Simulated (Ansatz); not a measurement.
# NaMgBr3 (model cell, started as cubic perovskite with Mg in the octahedra): a soft mode frozen in, part 2 of 3

Wanted: the energy along a soft mode of NaMgBr3 (model cell, started as cubic perovskite with Mg in the octahedra) and the structure at the end.

Ansatz 0.2.0; DFT PBE, scalar-relativistic, plane waves, PAW.

So far, highest frequency on the path or at a solved wavevector (cm⁻¹): step 2 (the dispersion) 272. Also lowest frequency on the path (cm⁻¹): step 2 -78.9.

The structure was built from a prototype and need not be the compound's stable phase.

### Step 6. Relaxing from the distorted cell

Starting from the lowest point found, all atoms and the cell are let go, so that strain and other modes of the same symmetry can join in.

File input.yaml:

```yaml
crystal:
  lattice:
    - [5.3131069714, 0.0, 0.0]
    - [0.0, 5.3131069714, 0.0]
    - [0.0, 0.0, 5.3131069714]
  atoms:
    - { symbol: Na, position: [0.0, 0.0798523484, 0.0798523484] }
    - { symbol: Mg, position: [0.5, 0.5019103591, 0.5019103591] }
    - { symbol: Br, position: [0.5, 0.4893636, -0.0022831964] }
    - { symbol: Br, position: [0.5, -0.0022831964, 0.4893636] }
    - { symbol: Br, position: [0.0, 0.4893636, 0.4893636] }
kpoints:
  mp_grid: { grid: [4, 4, 4] }
hamiltonian:
  xc: pbe
scf:
  occupations: { method: fixed }
output:
  forces: true
  stress: true
  eigenvalues: true
relax:
  adjacent_minimum: "off"
  f_tol: 0.002
  max_steps: 120
  cell: { stress_tol: 0.03 }
```

Started as:

```
$ ansatz run input.yaml --threads 4 --pin off --max-ram 14336MiB --backend cpu --events-out ev --progress --plain --runs-dir out
```

Numbers of over 12 decimals in the logs are rounded to 6 here.

The program printed:

```text
[...]
Crystal: 5 atoms, lattice volume = 149.984 Å³
Basis set: ecut = 420 eV, 2945 PW (Γ), exchange–correlation on 72×72×72 points (8 copies of the dense FFT grid, shifted against one another)
Bands: 25, of which v1, the nominal top of the filled ones, is band 20 counted from 1 (19 counted from 0)
Symmetry: 4 space group operations
[...]
k-points: 21 of 64 (time reversal used)
[...]
SCF iter   1: F=—  HF=-11766.707501 eV  |F-HF|=—  |Δ(HF+E_count)|=         —  Δρ=5.87e-4  dr2=1.05e-3  ethr=1.77e-3  ⟨swp⟩=6.7  Hψ=2505  notcnv=0  defer=57
[...]
SCF iter   6: F=-11766.707806 eV  HF=-11766.707806 eV  |F-HF|=1.34e-8  |Δ(HF+E_count)|=   6.13e-8  Δρ=3.69e-6  dr2=2.05e-8  ethr=2.50e-10  ⟨swp⟩=12.8  Hψ=3051  notcnv=0
SCF 1 converged in 6 iterations: F = -11766.707806 eV  dr2 = 2.05e-8
[...]
relax step   1: F+E_penalty+E_count = -11766.70780569 eV  Δ(F+E_penalty+E_count) = +0.000e0 eV  max|allowed force component| = 1.101e-1 eV/Å  Δτ_max = 0.0000 Å  P = +0.296 GPa  Ω = 149.984 Å³  (6 SCF iters, dr2 threshold 1.00e-7 eV, accepted)
Crystal: 5 atoms, lattice volume = 152.832 Å³
Basis set: ecut = 420 eV, 2949 PW (Γ), exchange–correlation on 72×72×72 points (8 copies of the dense FFT grid, shifted against one another)
[...]
iter 1 solved again at ethr=6.68e-5 eV; its pass at ethr=3.10e-3 eV (dr2=2.67e-2 eV) is discarded
[...]
SCF iter   5: F=-11766.729335 eV  HF=-11766.729335 eV  |F-HF|=4.39e-7  |Δ(HF+E_count)|=   6.44e-6  Δρ=1.89e-5  dr2=3.86e-7  ethr=1.25e-9  ⟨swp⟩=10.9  Hψ=3529  notcnv=0
SCF 2 converged in 5 iterations: F = -11766.729335 eV  dr2 = 3.86e-7
relax step   2: F+E_penalty+E_count = -11766.72933503 eV  Δ(F+E_penalty+E_count) = -2.153e-2 eV  max|allowed force component| = 1.131e-1 eV/Å  Δτ_max = 0.0833 Å  P = -0.109 GPa  Ω = 152.832 Å³  energy of the carried Pulay correction = -1.566e-4 eV  (5 SCF iters, dr2 threshold 5.00e-7 eV, accepted)
Crystal: 5 atoms, lattice volume = 153.591 Å³
Basis set: ecut = 420 eV, 2985 PW (Γ), exchange–correlation on 72×72×72 points (8 copies of the dense FFT grid, shifted against one another)
[...]
SCF iter   6: F=-11766.758382 eV  HF=-11766.758381 eV  |F-HF|=1.03e-6  |Δ(HF+E_count)|=   6.89e-6  Δρ=9.49e-6  dr2=2.59e-7  ethr=1.25e-9  ⟨swp⟩=12.6  Hψ=3312  notcnv=0
SCF 3 converged in 6 iterations: F = -11766.758382 eV  dr2 = 2.59e-7
relax step   3: F+E_penalty+E_count = -11766.75838215 eV  Δ(F+E_penalty+E_count) = -2.905e-2 eV  max|allowed force component| = 1.183e-1 eV/Å  Δτ_max = 0.1951 Å  P = +0.134 GPa  Ω = 153.591 Å³  energy of the carried Pulay correction = -1.978e-4 eV  (6 SCF iters, dr2 threshold 5.00e-7 eV, accepted)
[...]
relax step   4: F+E_penalty+E_count = -11766.76347626 eV  Δ(F+E_penalty+E_count) = -5.094e-3 eV  max|allowed force component| = 6.019e-2 eV/Å  Δτ_max = 0.1129 Å  P = +0.016 GPa  Ω = 155.077 Å³  energy of the carried Pulay correction = -2.780e-4 eV  (6 SCF iters, dr2 threshold 5.00e-7 eV, accepted)
[...]
relax step   5: F+E_penalty+E_count = -11766.76786230 eV  Δ(F+E_penalty+E_count) = -4.386e-3 eV  max|allowed force component| = 1.841e-2 eV/Å  Δτ_max = 0.0267 Å  P = +0.008 GPa  Ω = 155.108 Å³  energy of the carried Pulay correction = -2.796e-4 eV  (5 SCF iters, dr2 threshold 2.26e-7 eV, accepted)
[...]
relax step   6: F+E_penalty+E_count = -11766.76879297 eV  Δ(F+E_penalty+E_count) = -9.307e-4 eV  max|allowed force component| = 3.445e-3 eV/Å  Δτ_max = 0.0323 Å  P = +0.014 GPa  Ω = 154.989 Å³  energy of the carried Pulay correction = -2.732e-4 eV  (6 SCF iters, dr2 threshold 2.12e-8 eV, accepted)
[...]
relax step   7: F+E_penalty+E_count = -11766.76874424 eV  Δ(F+E_penalty+E_count) = +4.873e-5 eV  max|allowed force component| = 8.401e-3 eV/Å  Δτ_max = 0.0093 Å  P = -0.018 GPa  Ω = 155.115 Å³  energy of the carried Pulay correction = -2.800e-4 eV  (6 SCF iters, dr2 threshold 7.42e-10 eV, rejected (line search))
[...]
relax step   8: F+E_penalty+E_count = -11766.76881437 eV  Δ(F+E_penalty+E_count) = -2.140e-5 eV  max|allowed force component| = 3.652e-4 eV/Å  Δτ_max = 0.0033 Å  P = -0.000 GPa  Ω = 155.049 Å³  energy of the carried Pulay correction = -2.765e-4 eV  (7 SCF iters, accepted)
Basis set: ecut = 420 eV, 3017 PW (Γ), exchange–correlation on 72×80×80 points (8 copies of the dense FFT grid, shifted against one another)
[...]
SCF iter   8: F=-11766.769016 eV  HF=-11766.769016 eV  |F-HF|=1.82e-12  |Δ(HF+E_count)|=  4.91e-11  Δρ=1.93e-8  dr2=9.00e-13  ethr=1.00e-12  ⟨swp⟩=14.3  Hψ=3658  notcnv=0
SCF 9 converged in 8 iterations: F = -11766.769016 eV  dr2 = 9.00e-13
relax step   9: F+E_penalty+E_count = -11766.76901579 eV  Δ(F+E_penalty+E_count) = -2.014e-4 eV  max|allowed force component| = 3.657e-4 eV/Å  Δτ_max = 0.0000 Å  P = -0.003 GPa  Ω = 155.049 Å³  stress off target by 3.56e-3 GPa  SCF on the basis re-selected at this cell (its energy is not comparable with the rows above)  (8 SCF iters)
basis re-selected at this cell: Δ(F+E_penalty+E_count) = -2.014e-4 eV, ΔP = -0.002 GPa vs the last step (what re-selecting the basis moved, of the pressure what is left beyond the Pulay correction that the steps carried, after the strain that the cell walked since its last selection, with what the two solves' SCF thresholds leave and, on support functions, any second-order correction that the steps lacked; it is no measure of the basis error at this ecutwfc). The dense FFT grid was sized anew with the basis: this SCF ran on 36×40×40 points, the steps before it on 36×36×36, so part of this shift can come from that change (see relax.cell in the input reference). [rest of the remark cut]
SCF converged after 8 iterations
Free energy (F): -11766.769016 eV
[...]
Internal energy: -11766.769016 eV  (E = F + TS)
E sigma→0 (E₀):  -11766.769016 eV
Fermi energy:    1.582723 eV
[...]
--- Forces (eV/Å), atoms counted from 1 ---
  atom   1  Na     0.00000000     0.00005759     0.00005759
  atom   2  Mg     0.00000000    -0.00013062    -0.00013062
  atom   3  Br    -0.00000000     0.00036610    -0.00010022
  atom   4  Br     0.00000000    -0.00010022     0.00036610
  atom   5  Br     0.00000000    -0.00019077    -0.00019077
  max |Σ_I F_I| component: 2.06e-6 eV/Å
--- Stress (GPa, compression-positive) ---
       -0.002366      -0.000000      -0.000000
       -0.000000      -0.002831       0.000732
       -0.000000       0.000732      -0.002831
  P = ⅓ Tr σ = -0.0027 GPa (-0.027 kbar)
--- Band table (eV; the first three rows and the last of 21) ---
  k-point 0: bands = [... 16 lower, 0.8095, 0.9178, 0.9180, 1.1762, 4.1450, 5.3223, 8.4932, 8.5021, ... 1 higher]
  k-point 1: bands = [... 16 lower, 0.5523, 0.7879, 0.8847, 0.9466, 5.0683, 5.8919, 8.3331, 8.7318, ... 1 higher]
  k-point 2: bands = [... 16 lower, 0.3134, 0.7086, 0.8743, 0.8831, 6.2424, 6.9460, 7.4206, 8.9498, ... 1 higher]
  k-point 20: bands = [... 16 lower, 0.5084, 1.3415, 1.4861, 1.5827, 6.1570, 7.2644, 7.3103, 7.4280, ... 1 higher]
--- Relaxed structure (8 steps of the walk, 7 accepted, 1 SCFs on fresh bases) ---
  F+E_penalty+E_count = -11766.76901579 eV   max|allowed force component| = 3.657e-4 eV/Å   (the final SCF, on the basis selected at the relaxed cell)
  cell:  # Å, volume = 155.0490 Å³
    - [5.283432, 0, 0]
    - [0, 5.418013, 0.092814]
    - [0, 0.092814, 5.418013]
  atoms:
    - { symbol: Na, position: [0, 0.124267, 0.124267] }
    - { symbol: Mg, position: [0.500000, 0.497332, 0.497332] }
    - { symbol: Br, position: [0.500000, 0.455155, -0.013393] }
    - { symbol: Br, position: [0.500000, -0.013393, 0.455155] }
    - { symbol: Br, position: [0, 0.494847, 0.494847] }
```

Wall time 14 s (4 threads of Arm Neoverse V2, shared host); peak memory 0.44 GiB.

The steps of the relaxation:

```tsv
step	energy less that of the first step (eV)	largest force component (eV/Å)	pressure (GPa)	volume (Å³)
1	0.0000	0.1101	0.30	149.98
2	-0.0215	0.1131	-0.11	152.83
3	-0.0506	0.1183	0.13	153.59
4	-0.0557	0.0602	0.02	155.08
5	-0.0601	0.0184	0.01	155.11
6	-0.0610	0.0034	0.01	154.99
7	-0.0609	0.0084	-0.02	155.12
8	-0.0610	0.0004	0.00	155.05
9*	-0.0612	0.0004	0.00	155.05
```

Relaxation steps marked * repeat the geometry before them on a plane-wave basis chosen anew for their cell, so energy and pressure can jump there. Relaxation step 7 was tried and not accepted.

Forces are held to the 4 operations that the run works with; a distortion that breaks them can't arise in this run.

```tsv
conventional cell, symmetrised	before	after	change
a (Å)	5.313	5.283	-0.6 %
b (Å)	7.514	7.531	+0.2 %
c (Å)	7.514	7.793	+3.7 %
volume (Å³/atom)	30.00	31.01	+3.4 %
```

The atoms that moved most (Å, as changes of fractional coordinates times the final cell):

```tsv
atom	dx	dy	dz	length
Na1	0.000	0.245	0.245	0.346
Br4	0.000	-0.063	-0.186	0.197
Br3	0.000	-0.186	-0.063	0.197
Br5	0.000	0.030	0.030	0.043
Mg2	0.000	-0.025	-0.025	0.036
```

Numbers from this step:

```yaml
pressure: -0.002676 GPa
gap_on_the_k_mesh: 2.562 eV
volume_per_atom: 31.01 Å³
```

The distorted start has space group Amm2; the relaxation ends in Amm2.

### Step 7. The new phase in its own primitive cell

The relaxed structure is symmetrised, reduced to its primitive cell and relaxed tightly, as its phonons need.

input.yaml, the sections that differ from step 6:

```yaml
crystal:
  lattice:
    - [5.2834322442, 0.0, 0.0]
    - [0.0, 3.765484547, 3.8967436219]
    - [0.0, -3.765484547, 3.8967436219]
  atoms:
    - { symbol: Na, position: [0.0, 0.1242668433, 0.1242668433] }
    - { symbol: Mg, position: [0.5, 0.4973317837, 0.4973317837] }
    - { symbol: Br, position: [0.5, 0.455154596, 0.9866067325] }
    - { symbol: Br, position: [0.5, 0.9866067325, 0.455154596] }
    - { symbol: Br, position: [0.0, 0.4948467557, 0.4948467557] }
relax:
  adjacent_minimum: "off"
  f_tol: 0.001
  max_steps: 60
  cell: { stress_tol: 0.01 }
# kpoints, hamiltonian, scf, output: as in step 6
```

The program printed:

```text
[...]
Crystal: 5 atoms, lattice volume = 155.049 Å³
Basis set: ecut = 420 eV, 3017 PW (Γ), exchange–correlation on 72×80×80 points (8 copies of the dense FFT grid, shifted against one another)
Bands: 25, of which v1, the nominal top of the filled ones, is band 20 counted from 1 (19 counted from 0)
Symmetry: 4 space group operations
[...]
k-points: 21 of 64 (time reversal used)
[...]
cell:  # Å, volume = 155.0490 Å³
    - [5.2834322442, 0.0, 0.0]
    - [0.0, 3.765484547, 3.8967436219]
    - [0.0, -3.765484547, 3.8967436219]
  atoms:
    - { symbol: Na, position: [0.0, 0.1242668433, 0.1242668433] }
    - { symbol: Mg, position: [0.5, 0.497332, 0.497332] }
    - { symbol: Br, position: [0.5, 0.455155, 0.9866067325] }
    - { symbol: Br, position: [0.5, 0.9866067325, 0.455155] }
    - { symbol: Br, position: [0.0, 0.4948467557, 0.4948467557] }
[key lines of the parts left out:]
SCF converged after 8 iterations
Free energy (F): -11766.769016 eV
Fermi energy:    1.582723 eV
P = ⅓ Tr σ = -0.0027 GPa (-0.027 kbar)
```

Run time: 3.9 s. Hardware: 4 threads; peak memory 0.43 GiB; 15 s of CPU time.

Little changed from the start: no atom moved by 0.005 Å and no cell edge by 0.1 %.

This step gave:

| Item | Value |
| --- | --- |
| direct gap on mesh | 2.969 eV |

The largest force component left is 0.33 meV/Å and the pressure is -0.003 GPa, within the tolerances set. The cell now holds 31.01 Å³/atom.

(Part 2 of 3 ends here.)

[Logs are printed without paths, hosts, clocks, repeated set-up lines and the standing remarks that a program may print on its own settings, such as how far it seeks lower states.]

[Hosts, paths, dates, database ids (printed as entryN), source tags and the programs' standing remarks are cut or masked in the printed files.]
